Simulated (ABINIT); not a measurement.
**A GW chain in ABINIT: RbBH4 (F-43m)**

Aim: the G0W0 gap of RbBH4 (F-43m) on PBEsol, step by step.

Main program and level: ABINIT 10.8.3; PBEsol and many-body steps on it, plane waves.

**1. Starting point**

It takes space group F-43m (No. 216, cubic). Conventional cell: a = 6.906 Å, b = 6.906 Å, c = 6.906 Å, α = 90.00°, β = 90.00°, γ = 90.00°. Nearest to Rb lie 12 H at 2.92 Å and 6 B at 3.45 Å. Nearest to B lie 4 H at 1.23 Å and 6 Rb at 3.45 Å. Nearest to H lie 1 B at 1.23 Å and 6 H at 2.00 to 2.88 Å and 3 Rb at 2.92 Å. Farther neighbours are not listed.

The cell and positions are those that the Materials Project relaxed with its own functionals (PBE, PBE+U or r2SCAN), kept fixed.

**2. Ground state**

This step: ABINIT 10.8.3; DFT, PBEsol, plane waves, norm-conserving pseudopotentials.

The ground-state density comes first.

The input, run.abi:

```
acell 3*1.0 Angstrom
rprim 
  -0.000000000000 3.453240220000 3.453240220000
  3.453240220000 -0.000000000000 3.453240220000
  3.453240220000 3.453240220000 -0.000000000000
ntypat 3
znucl 37 5 1
natom 6
typat 1 2 3 3 3 3
xred 
  0.000000000000 0.000000000000 0.000000000000
  0.500000000000 0.500000000000 0.500000000000
  0.602415200000 0.602415200000 0.602415200000
  0.192754400000 0.602415200000 0.602415200000
  0.602415200000 0.602415200000 0.192754400000
  0.602415200000 0.192754400000 0.602415200000
pp_dirpath "pseudos"
pseudos "Rb.upf, B.upf, H.upf"
ecut 34
ngkpt 6 6 6
nshiftk 1
shiftk 0 0 0
kptopt 1
chksymbreak 0
nband 15
occopt 1
tolvrs 1e-10
nstep 60
prtwf 0
optforces 0
optstress 0
indata_prefix "in"
outdata_prefix "out"
tmpdata_prefix "tmp"
```

The run is started by

```sh
$ OMP_NUM_THREADS=1 mpirun -n 4 abinit run.abi > log
```

Numbers of over 12 decimals in the logs are rounded to 6 here.

Log:

```text
.Version 10.8.3 of ABINIT. v10.8.2 released Aug 2026.

 Symmetries : space group F-4 3 m (#216); Bravais cF (face-center cubic)
================================================================================
 Values of the parameters that define the memory need of the present run
     intxc =       0    ionmov =       0      iscf =       7    lmnmax =       6
     lnmax =       6     mgfft =      50  mpssoang =       3    mqgrid =    3001
     natom =       6  nloc_mem =       1    nspden =       1   nspinor =       1
    nsppol =       1      nsym =      24    n1xccc =    2501    ntypat =       3
    occopt =       1   xclevel =       2
-    mband =          15        mffmem =           1         mkmem =           4
       mpw =        5281          nfft =      125000          nkpt =          16
================================================================================
  Rough estimation (10% accuracy) of disk space for files :
================================================================================

--------------------------------------------------------------------------------
------------- Echo of variables that govern the present computation ------------
--------------------------------------------------------------------------------
 -outvars: echo values of preprocessed input variables --------
            acell      1.8897261259E+00  1.8897261259E+00  1.8897261259E+00 Bohr

      chksymbreak           0
             ecut      3.40000000E+01 Hartree
-          fftalg         312

              ixc     -116133
              kpt      0.00000000E+00  0.00000000E+00  0.00000000E+00
                       1.66666667E-01  0.00000000E+00  0.00000000E+00
                       3.33333333E-01  0.00000000E+00  0.00000000E+00
                       5.00000000E-01  0.00000000E+00  0.00000000E+00
                       1.66666667E-01  1.66666667E-01  0.00000000E+00
                       3.33333333E-01  1.66666667E-01  0.00000000E+00
                       5.00000000E-01  1.66666667E-01  0.00000000E+00
                      -3.33333333E-01  1.66666667E-01  0.00000000E+00
                      -1.66666667E-01  1.66666667E-01  0.00000000E+00
   [... 5 further rows ...]
                      -3.33333333E-01  3.33333333E-01  1.66666667E-01
                      -3.33333333E-01  5.00000000E-01  1.66666667E-01
         kptrlatt        6    0    0      0    6    0      0    0    6
          kptrlen      5.53722162E+01
P           mkmem           4
            natom           6
            nband          15
            ngfft          50      50      50
             nkpt          16
            nstep          60
             nsym          24
           ntypat           3
              occ      2.000000  2.000000  2.000000  2.000000  2.000000  2.000000
                       2.000000  2.000000  0.000000  0.000000  0.000000  0.000000
[...]
optforces           0
        optstress           0
            prtwf           0
            rprim     -0.0000000000E+00  3.4532402200E+00  3.4532402200E+00
[...]
spgroup         216

           tolvrs      1.00000000E-10

             xred      0.0000000000E+00  0.0000000000E+00  0.0000000000E+00
[...]
znucl       37.00000    5.00000    1.00000

================================================================================

 chkinp: Checking input parameters for consistency.

================================================================================
== DATASET  1 ==================================================================
-   mpi_nproc: 4, omp_nthreads: 1 (-1 if OMP is not activated)

--- !DatasetInfo
iteration_state: {dtset: 1, }
dimensions: {natom: 6, nkpt: 16, mband: 15, nsppol: 1, nspinor: 1, nspden: 1, mpw: 5281, }
cutoff_energies: {ecut:  34.0, pawecutdg:  -1.0, }
electrons: {nelect:   1.60000000E+01, charge:   0.00000000E+00, occopt:   1.00000000E+00, tsmear:   1.00000000E-02, }

 Real(R)+Recip(G) space primitive vectors, cartesian coordinates (Bohr,Bohr^-1):
 R(1)=  0.0000000  6.5256783  6.5256783  G(1)= -0.0766204  0.0766204  0.0766204
 R(2)=  6.5256783  0.0000000  6.5256783  G(2)=  0.0766204 -0.0766204  0.0766204
 R(3)=  6.5256783  6.5256783  0.0000000  G(3)=  0.0766204  0.0766204 -0.0766204
 Unit cell volume ucvol=  5.5578519E+02 bohr^3
 Angles (23,13,12)=  6.00000000E+01  6.00000000E+01  6.00000000E+01 degrees

 getcut: wavevector=  0.0000  0.0000  0.0000  ngfft=  50  50  50
         ecut(hartree)=     34.000   => boxcut(ratio)=   2.06490

--- Pseudopotential description ------------------------------------------------
- Rb Generated using ONCVPSP code by D. R. Hamann
- 37.00000   9.00000  180301                  znucl, zion, pspdat
12 -116133 2 -1 2280                          pspcod,pspxc,lmax,lloc,mmax
     nproj     2     2     2
  pspatm : epsatm=   34.48401057
         --- l  ekb(1:nproj) -->
[...]
pspatm: atomic psp has been read  and splines computed

- B Generated using ONCVPSP code by D. R. Hamann
-  5.00000   3.00000  180301                  znucl, zion, pspdat
12 -116133 1 -1 1534                          pspcod,pspxc,lmax,lloc,mmax
     nproj     2     2     0
  pspatm : epsatm=    3.20154509
         --- l  ekb(1:nproj) -->
[...]
pspatm: atomic psp has been read  and splines computed

- H Generated using ONCVPSP code by D. R. Hamann
-  1.00000   1.00000  180301                  znucl, zion, pspdat
12 -116133 1 -1 1180                          pspcod,pspxc,lmax,lloc,mmax
     nproj     2     1     0
  pspatm : epsatm=    0.35585368
         --- l  ekb(1:nproj) -->
[...]
1   -0.494138
 pspatm: atomic psp has been read  and splines computed

   6.25743526E+02                                ecore*ucvol(ha*bohr**3)
--------------------------------------------------------------------------------

_setup2: Arith. and geom. avg. npw (full set) are    5261.162    5261.150

================================================================================

--- !BeginCycle
iteration_state: {dtset: 1, }
solver: {iscf: 7, nstep: 60, nline: 4, wfoptalg: 0, }
tolerances: {tolvrs: 1.00E-10, }

     iter   Etot(hartree)      deltaE(h)  residm     vres2
 ETOT  1  -32.228181315489    -3.223E+01 2.948E-02 1.426E+03
 ETOT  2  -32.356694399375    -1.285E-01 1.597E-02 4.408E+01
 ETOT  3  -32.362348603135    -5.654E-03 5.283E-03 1.068E+01
 ETOT  4  -32.363085309551    -7.367E-04 2.937E-03 7.824E-02
 ETOT  5  -32.363090805198    -5.496E-06 1.838E-03 7.576E-03
 ETOT  6  -32.363091084217    -2.790E-07 5.893E-04 1.770E-04
 ETOT  7  -32.363091091504    -7.287E-09 4.935E-04 1.601E-05
 ETOT  8  -32.363091091931    -4.271E-10 4.369E-04 2.083E-06
 ETOT  9  -32.363091091972    -4.129E-11 2.351E-04 6.708E-08
 ETOT 10  -32.363091091973    -1.144E-12 3.587E-04 1.983E-09
 ETOT 11  -32.363091091973     5.684E-14 1.772E-04 1.618E-10
 ETOT 12  -32.363091091974    -1.037E-12 2.563E-04 6.372E-12

 At SCF step   12       vres2   =  6.37E-12 < tolvrs=  1.00E-10 =>converged.

--- !ResultsGS
iteration_state: {dtset: 1, }
comment   : Summary of ground state results
lattice_vectors:
- [ -0.0000000,   6.5256783,   6.5256783, ]
- [  6.5256783,  -0.0000000,   6.5256783, ]
- [  6.5256783,   6.5256783,  -0.0000000, ]
lattice_lengths: [   9.22870,    9.22870,    9.22870, ]
lattice_angles: [ 60.000,  60.000,  60.000, ] # degrees, (23, 13, 12)
lattice_volume:   5.5578519E+02
convergence: {deltae: -1.037E-12, res2:  6.372E-12, residm:  2.563E-04, diffor:  0.000E+00, }
etotal    :  -3.23630911E+01
entropy   :   0.00000000E+00
fermie    :  -1.01999336E-01
cartesian_stress_tensor: null
pressure_GPa: null
xred      :
- [  0.0000E+00,   0.0000E+00,   0.0000E+00, Rb]
- [  5.0000E-01,   5.0000E-01,   5.0000E-01,  B]
- [  6.0242E-01,   6.0242E-01,   6.0242E-01,  H]
- [  1.9275E-01,   6.0242E-01,   6.0242E-01,  H]
- [  6.0242E-01,   6.0242E-01,   1.9275E-01,  H]
- [  6.0242E-01,   1.9275E-01,   6.0242E-01,  H]
cartesian_forces: null
force_length_stats: {min: null, max: null, mean: null, }

 Integrated electronic density in atomic spheres:
 ------------------------------------------------
 Atom  Sphere_radius  Integrated_density
[...]
================================================================================

 ----iterations are completed or convergence reached----

 Mean square residual over all n,k,spin=   16.159E-07; max=  25.625E-05
 reduced coordinates (array xred) for    6 atoms
[...]
0.500000000000      0.500000000000      0.500000000000
       0.602415200000      0.602415200000      0.602415200000
       0.192754400000      0.602415200000      0.602415200000
       0.602415200000      0.602415200000      0.192754400000
       0.602415200000      0.192754400000      0.602415200000
 rms dE/dt=  0.0000E+00; max dE/dt=  0.0000E+00; dE/dt below (all hartree)
    1       0.000000000000      0.000000000000      0.000000000000
    2       0.000000000000      0.000000000000      0.000000000000
    3       0.000000000000      0.000000000000      0.000000000000
    4       0.000000000000      0.000000000000      0.000000000000
    5       0.000000000000      0.000000000000      0.000000000000
    6       0.000000000000      0.000000000000      0.000000000000

 cartesian coordinates (angstrom) at end:
    1      0.000000     0.000000     0.000000
    2      3.453240     3.453240     3.453240
    3      4.160569     4.160569     4.160569
    4      4.160569     2.745912     2.745912
    5      2.745912     2.745912     4.160569
    6      2.745912     4.160569     2.745912
 length scales=  1.889726125908  1.889726125908  1.889726125908 bohr
              =  1.000000000000  1.000000000000  1.000000000000 angstroms
 prteigrs : about to open file out_EIG
 Fermi (or HOMO) energy (hartree) =  -0.10200   Average Vxc (hartree)=  -0.27575
 Eigenvalues (hartree) for nkpt=  16  k points:
 kpt#   1, nband= 15, wtk=  0.00463, kpt=  0.0000  0.0000  0.0000 (reduced coord)
  -0.97048   -0.38533   -0.38533   -0.38533   -0.31202   -0.10200   -0.10200   -0.10200
   0.12464    0.17413    0.17413    0.17413    0.23095    0.23095    0.28119
 prteigrs : prtvol=0 or 1, do not print more k-points.

--- !EnergyTerms
iteration_state     : {dtset: 1, }
comment             : Components of total free energy in Hartree
kinetic             :  1.15735849903960E+01
hartree             :  6.60307961904800E+00
xc                  : -9.62371331264122E+00
Ewald energy        : -2.01877193041417E+01
psp_core            :  1.12587297806713E+00
local_psp           : -2.03628944997692E+01
non_local_psp       : -1.49130156293338E+00
total_energy        : -3.23630910919744E+01
total_energy_eV     : -8.80644571817581E+02
band_energy         : -5.56243107619050E+00

== END DATASET(S) ==============================================================
================================================================================

 -outvars: echo values of variables after computation  --------
           etotal     -3.2363091092E+01
            nband          15
             nkpt          16
          spgroup         216
 [... the other variables as echoed above ...]

 Calculation completed.
```

Wall time 26 s (4 MPI ranks of Arm Neoverse N1, shared host); peak memory 0.42 GiB; 1.7 min of CPU time.

This step gave:

* total energy: -880.6446 eV
* gap: 5.909 eV
* k of the valence top: 0, 0, 0
* k of the conduction bottom: 0.5, 0.5, 0
* least direct gap: 6.018 eV

The gap is indirect, with the least direct gap 0.11 eV higher.

(Continued in part 2 of 3.)

[Paths, hosts, dates, memory and timing lines, banners, echoed tables and standing remarks are left out of the program output.]

[Logs are printed without paths, hosts, clocks, repeated set-up lines and the standing remarks that a program may print on its own settings, such as how far it seeks lower states.]

[Runs of the session that timed out or met a known fault of the program may be left out.]

[Hosts, paths, dates, database ids (printed as entryN), source tags and the programs' standing remarks are cut or masked in the printed files.]

[G0W0 gaps are taken among the corrected bands and points alone; a level outside them can change the order at an edge.]

[Where Ansatz stands beside ABINIT at settings called matched, ABINIT's density can come from a denser mesh and the files from another edition; pairs whose starting gaps differed by over 0.03 eV were left out, so agreement reads better than it is.]
